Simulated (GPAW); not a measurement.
# Core-hole calculation of the B K edge in BAs (F-43m), part 4 of 4

Aim: the dependence of the B K near-edge features of BAs (F-43m) on volume.

GPAW 26.7.0; X-ray absorption from dipole matrix elements to empty bands, plane-wave PAW PBE.

So far. Step 8 (Spectrum with FCH, B atom 2): The scaled spectrum changes by 6 % r.m.s. The highest intensity below 16 eV goes from 1.8 eV (2.34) to 1.9 eV (2.24). Step 10 (Spectrum with FCH, B atom 2): Against the first run the r.m.s. difference is 6 %. The highest intensity below 16 eV goes from 1.8 eV (2.34) to 1.6 eV (2.44).

### Step 12. Spectrum with FCH, B atom 2

Shorter bonds are expected to push antibonding states and scattering resonances up, and longer ones down; the cell is scaled to test that.

Changed against the first core-hole run: volume scale from 1 to 1.06.

Contents of xas.py:

```python
import numpy as np
from ase import Atoms
from ase.parallel import parprint, paropen
from gpaw import GPAW, PW, FermiDirac, Mixer, MixerDif, setup_paths
from gpaw.test import gen
setup_paths.insert(0, '.')
gen('B', name='fch1s', xcname='PBE', corehole=(1, 0, 1), write_xml=True)
from gpaw.mpi import world
world.barrier()

atoms = Atoms('As6B6',
    cell=[[-2.43534523, -2.43534523, -4.87069045],
     [-2.43534523, -2.43534523, 4.87069045],
     [-2.43534523, 4.87069045, 2.43534523]],
    scaled_positions=[[0.875, 0.625, 0],
     [0.54166667, 0.625, 0.33333333],
     [0.375, 0.125, 0],
     [0.20833333, 0.625, 0.66666667],
     [0.04166667, 0.125, 0.33333333],
     [0.70833333, 0.125, 0.66666667],
     [0, 0, 0],
     [0.66666667, 0, 0.33333333],
     [0.5, 0.5, 0],
     [0.33333333, 0, 0.66666667],
     [0.16666667, 0.5, 0.33333333],
     [0.83333333, 0.5, 0.66666667]],
    pbc=True)
atoms.calc = calc = GPAW(legacy_gpaw=True, mode=PW(430, force_complex_dtype=True), xc='PBE', setups={6: 'fch1s'},
    kpts={'size': (4, 3, 4), 'gamma': True}, occupations=FermiDirac(0.02),
    charge=0, mixer=Mixer(0.1, 5, 50), maxiter=150,
    convergence={'density': 0.0001, 'eigenstates': 1e-6}, txt='scf.txt')
energy = atoms.get_potential_energy() + calc.get_reference_energy()
ef = calc.get_fermi_level()
out = dict(energy=energy, fermi=ef, forces=atoms.get_forces().tolist())
parprint(f'all-electron energy {energy:.4f} eV, Fermi level {ef:.4f} eV')
ev = np.array([[calc.get_eigenvalues(k, s) for k in range(len(calc.get_ibz_k_points()))] for s in range(calc.get_number_of_spins())])
out['homo'], out['lumo'], out['counts'] = ev[ev < ef].max(), ev[ev > ef].min(), sorted(set((ev < ef).sum((0, 2)).tolist()))
out['filled'] = (ev[:, 0] < ef).sum(1).tolist()

from ase.units import Ha
from gpaw.xas import dipole_matrix_elements
nb = int(calc.get_number_of_electrons() / 2) + 106
top, nb = nb, nb + 8 + nb // 12
nscf = calc.fixed_density(kpts={'size': (5, 5, 5), 'gamma': True}, nbands=nb,
    convergence={'bands': top, 'eigenstates': 5e-3}, maxiter=60, txt='nscf.txt')
cell = atoms.cell.array
ops = [cell.T @ U.T @ np.linalg.inv(cell.T) for U in nscf.wfs.kd.symmetry.op_scc]
filled = [24]  # bands filled in the ground state, by spin
E = np.arange(-6, 34, 0.1)
fwhm = np.interp(E, [4, 25], [0.9, 3.5])
Y, X, zero, highest = 0, 0, 1e9, 1e9
for spin in range(nscf.get_number_of_spins()):
    wfs = nscf.wfs
    mine = wfs.bd.get_slice()  # this rank's bands
    A = dipole_matrix_elements(wfs.setups[6])
    eps = np.zeros((wfs.kd.nibzkpts, nb))
    d = np.zeros((3, A.shape[1], wfs.kd.nibzkpts, nb), complex)
    for kpt in wfs.kpt_u:
        if kpt.s == spin and 6 in kpt.P_ani:
            eps[kpt.k, mine] = kpt.eps_n * Ha
            d[:, :, kpt.k, mine] = (kpt.weight * wfs.nspins / 2) ** 0.5 * np.inner(A, kpt.P_ani[6])
    world.sum(eps)
    world.sum(d)
    T = np.einsum('amkn,bmkn->abkn', d, d.conj()).real
    T = sum(np.einsum('ai,ijkn,bj->abkn', R, T, R) for R in ops) / len(ops)
    empty = np.ones_like(eps, bool) & (np.arange(nb) >= filled[spin])
    zero, highest = min(zero, eps[empty].min()), min(highest, eps[:, top - 1].min())
    lines = [(eps, T, empty)] if spin == 0 else lines + [(eps, T, empty)]
for eps, T, empty in lines:
    f = np.einsum('aakn->akn', T).reshape(3, -1)
    x = eps.ravel() - zero
    w = np.interp(x, E, fwhm) / 2.35482
    g = np.exp(-0.5 * ((E[:, None] - x) / w) ** 2) / (w * (2 * np.pi) ** 0.5)
    Y = Y + (f * empty.ravel()) @ g.T
    X = X + (f * ~empty.ravel()) @ g.T
out.update(E=E.round(2).tolist(), xas=Y.tolist(), xes=X.tolist(), zero=zero, valid=highest - zero, nk=len(eps), nb=nb)
for i in range(0, len(E), 10):
    parprint(f'{E[i]:7.2f}', *(f'{v:10.3e}' for v in Y[:, i]))
import json
with paropen('out.json', 'w') as f:
    json.dump(out, f)
```

Launch:

```sh
OMP_NUM_THREADS=1 mpirun -n 4 gpaw python xas.py
```

Numbers of over 12 decimals in the logs are rounded to 6 here.

Output:

```text
Input parameters:
  convergence: {density: 0.0001,
                eigenstates: 1e-06}
  kpts: {gamma: True,
         size: (4, 3, 4)}
  maxiter: 150
  mixer: {backend: pulay,
          beta: 0.1,
          method: separate,
          nmaxold: 5,
          weight: 50}
  mode: {ecut: 430.0,
         force_complex_dtype: True,
         name: pw}
  occupations: {fixmagmom: False,
                name: fermi-dirac,
[...]
*p    :     0.350422
*d    :     0.000000
--------------------------------

Diagonalizing with gridspacing h=0.050

state   all-electron     PAW
-------------------------------
2s:      -0.872538    -0.873275
2p:      -0.649578    -0.650581
*d:                   -0.077574
*f:                   -0.014711
-------------------------------
all-electron energy -372916.5180 eV, Fermi level 7.5110 eV
[...]
32.00  2.141e-04  2.139e-04  2.163e-04
  33.00  2.124e-04  2.122e-04  2.126e-04
[key lines of the parts left out:]
Converged after 18 iterations.
Dipole moment: (7.143153, 7.143152, -10.360057) |e|*Ang
Free energy:    -88.813308
Fermi level: 7.51103
```

It took 97 s on 4 MPI ranks of INTEL XEON PLATINUM 8581C at 2.10GHz (Emerald Rapids), shared host; peak memory 0.49 GiB; 6.4 min of CPU time.

| E (eV) | first run | this run |
| --- | --- | --- |
| -2.0 | 0.00 | 0.00 |
| -1.0 | 0.00 | 0.00 |
| 0.0 | 0.22 | 0.30 |
| 1.0 | 1.77 | 2.21 |
| 2.0 | 2.31 | 2.37 |
| 3.0 | 1.90 | 2.05 |
| 4.0 | 1.97 | 1.88 |
| 5.0 | 1.45 | 1.36 |
| 6.0 | 1.21 | 1.12 |
| 7.0 | 1.13 | 1.13 |
| 8.0 | 0.99 | 0.83 |
| 9.0 | 0.94 | 0.95 |
| 10.0 | 1.09 | 1.02 |
| 11.0 | 0.78 | 0.56 |
| 12.0 | 0.44 | 0.46 |
| 13.0 | 0.55 | 0.68 |
| 14.0 | 0.71 | 0.72 |
| 15.0 | 0.68 | 0.50 |
| 16.0 | 0.46 | 0.30 |
| 17.0 | 0.32 | 0.31 |
| 18.0 | 0.34 | 0.41 |
| 19.0 | 0.44 | 0.54 |
| 20.0 | 0.57 | 0.67 |
| 21.0 | 0.68 | 0.74 |
| 22.0 | 0.72 | 0.72 |
| 23.0 | 0.70 | 0.66 |
| 24.0 | 0.65 | 0.62 |
| 25.0 | 0.62 | 0.61 |
| 26.0 | 0.61 | 0.59 |
| 27.0 | 0.60 | 0.57 |
| 28.0 | 0.58 | 0.57 |

Against the first run the r.m.s. difference is 12 %. The highest intensity below 16 eV goes from 1.8 eV (2.34) to 1.5 eV (2.55).

The photon energy of the zero moves by +0.18 eV.

### Step 13. The volumes side by side

| volume | nearest distance (Å) | shift of the zero (eV) | maximum 1 (eV above own zero) | maximum 2 (eV above own zero) | maximum 3 (eV above own zero) | maximum 4 (eV above own zero) |
| --- | --- | --- | --- | --- | --- | --- |
| 0.94 | 2.026 | -0.20 | 2.1 | 3.9 | 10.2 | 15.4 |
| 0.97 | 2.048 | -0.10 | 1.9 | 3.7 | 10.1 | 14.9 |
| 1 | 2.069 | +0.00 | 1.8 | 3.6 | 9.9 | 14.4 |
| 1.03 | 2.089 | +0.09 | 1.6 | 3.5 | 9.8 | 14.0 |
| 1.06 | 2.109 | +0.18 | 1.5 | 3.4 | 9.6 | 13.6 |

The curves, each shifted by its zero's change so that they share one photon-energy axis, counted from the zero at V × 1:

| E (eV) | V × 0.94 | V × 0.97 | V × 1 | V × 1.03 | V × 1.06 |
| --- | --- | --- | --- | --- | --- |
| -2.0 | 0.00 | 0.00 | 0.00 | 0.00 | 0.00 |
| -1.0 | 0.00 | 0.00 | 0.00 | 0.00 | 0.00 |
| 0.0 | 0.31 | 0.26 | 0.22 | 0.18 | 0.15 |
| 1.0 | 1.63 | 1.70 | 1.77 | 1.83 | 1.89 |
| 2.0 | 2.15 | 2.23 | 2.31 | 2.39 | 2.46 |
| 3.0 | 1.77 | 1.84 | 1.90 | 1.95 | 1.99 |
| 4.0 | 1.91 | 1.95 | 1.97 | 1.99 | 1.99 |
| 5.0 | 1.47 | 1.46 | 1.45 | 1.43 | 1.43 |
| 6.0 | 1.28 | 1.24 | 1.21 | 1.18 | 1.15 |
| 7.0 | 1.11 | 1.12 | 1.13 | 1.13 | 1.14 |
| 8.0 | 1.08 | 1.04 | 0.99 | 0.94 | 0.87 |
| 9.0 | 0.99 | 0.97 | 0.94 | 0.92 | 0.90 |
| 10.0 | 1.12 | 1.11 | 1.09 | 1.07 | 1.06 |
| 11.0 | 0.92 | 0.85 | 0.78 | 0.71 | 0.64 |
| 12.0 | 0.51 | 0.47 | 0.44 | 0.43 | 0.44 |
| 13.0 | 0.47 | 0.50 | 0.55 | 0.60 | 0.65 |
| 14.0 | 0.62 | 0.67 | 0.71 | 0.73 | 0.73 |
| 15.0 | 0.70 | 0.71 | 0.68 | 0.63 | 0.55 |
| 16.0 | 0.63 | 0.55 | 0.46 | 0.38 | 0.32 |
| 17.0 | 0.42 | 0.36 | 0.32 | 0.30 | 0.30 |
| 18.0 | 0.33 | 0.33 | 0.34 | 0.37 | 0.39 |
| 19.0 | 0.38 | 0.41 | 0.44 | 0.48 | 0.51 |
| 20.0 | 0.48 | 0.53 | 0.57 | 0.61 | 0.65 |
| 21.0 | 0.60 | 0.65 | 0.68 | 0.71 | 0.73 |
| 22.0 | 0.69 | 0.71 | 0.72 | 0.73 | 0.72 |
| 23.0 | 0.71 | 0.71 | 0.70 | 0.69 | 0.67 |
| 24.0 | 0.68 | 0.67 | 0.65 | 0.64 | 0.63 |
| 25.0 | 0.64 | 0.63 | 0.62 | 0.61 | 0.61 |
| 26.0 | 0.62 | 0.61 | 0.61 | 0.60 | 0.59 |
| 27.0 | 0.61 | 0.60 | 0.60 | 0.59 | 0.58 |
| 28.0 | 0.60 | 0.59 | 0.58 | 0.57 | 0.57 |

### Step 14. Results

| Item | Value |
| --- | --- |
| absorber and edge | B K, atom 2 of the ground-state input (counted from 1) |
| surroundings | 4 As at 2.07 Å (tetrahedral, site symmetry -43m) |
| highest intensity below 16 eV | 1.8 eV above the zero, height 2.34 |
| photon energy of the zero, with the added terms | 189.1 eV (raw 194.6 eV; uncertain by a few eV) |

In words: From V × 0.94 to V × 1.06 the nearest distance grows by 0.083 Å and the zero moves by +0.38 eV. Above their own zero, the maxima move from 2.1 to 1.5 eV, from 3.9 to 3.4 eV, from 10.2 to 9.6 eV and from 15.4 to 13.6 eV. The one highest in energy moves most, in the direction that the rule ΔE·R² ≈ constant for scattering resonances gives. The B K edge of atom 2, with 4 As at 2.07 Å (tetrahedral, site symmetry -43m), has its highest intensity of the first 16 eV at 1.8 eV above the zero, near 191 eV in photon energy (uncertain by a few eV), 2.3 times the mean level of the first 20 eV (Gaussian full width 0.9 eV up to 4 eV, rising linearly to 3.5 eV at 25 eV). The holes are only 5.9 Å apart, so the shape is probably not converged with cell size; no larger cell was run here. The mesh is coarse (0.26 Å⁻¹ between points), so small maxima may be mesh ripples. Lifetime broadening is put in by hand, and intensities beyond about 20 eV depend on it and on the partial waves; weight that the partial waves miss at high energy is lost. The structure is a published determination, not relaxed.

[Banner, clock and machine lines of the logs are left out without a mark of their own.]

[Logs are printed without paths, hosts, clocks, repeated set-up lines and the standing remarks that a program may print on its own settings, such as how far it seeks lower states.]

[Hosts, paths, dates, database ids (printed as entryN), source tags and the programs' standing remarks are cut or masked in the printed files.]

[Lists of maxima count a maximum above −3 eV only where it reaches 4 % of the highest in the window and stands out from its surroundings by 2 % of it (1.5 % where it reaches 55 %); shoulders and weaker maxima are passed over, and of the rest the first, up to two pre-edge ones and the few strongest are named.]
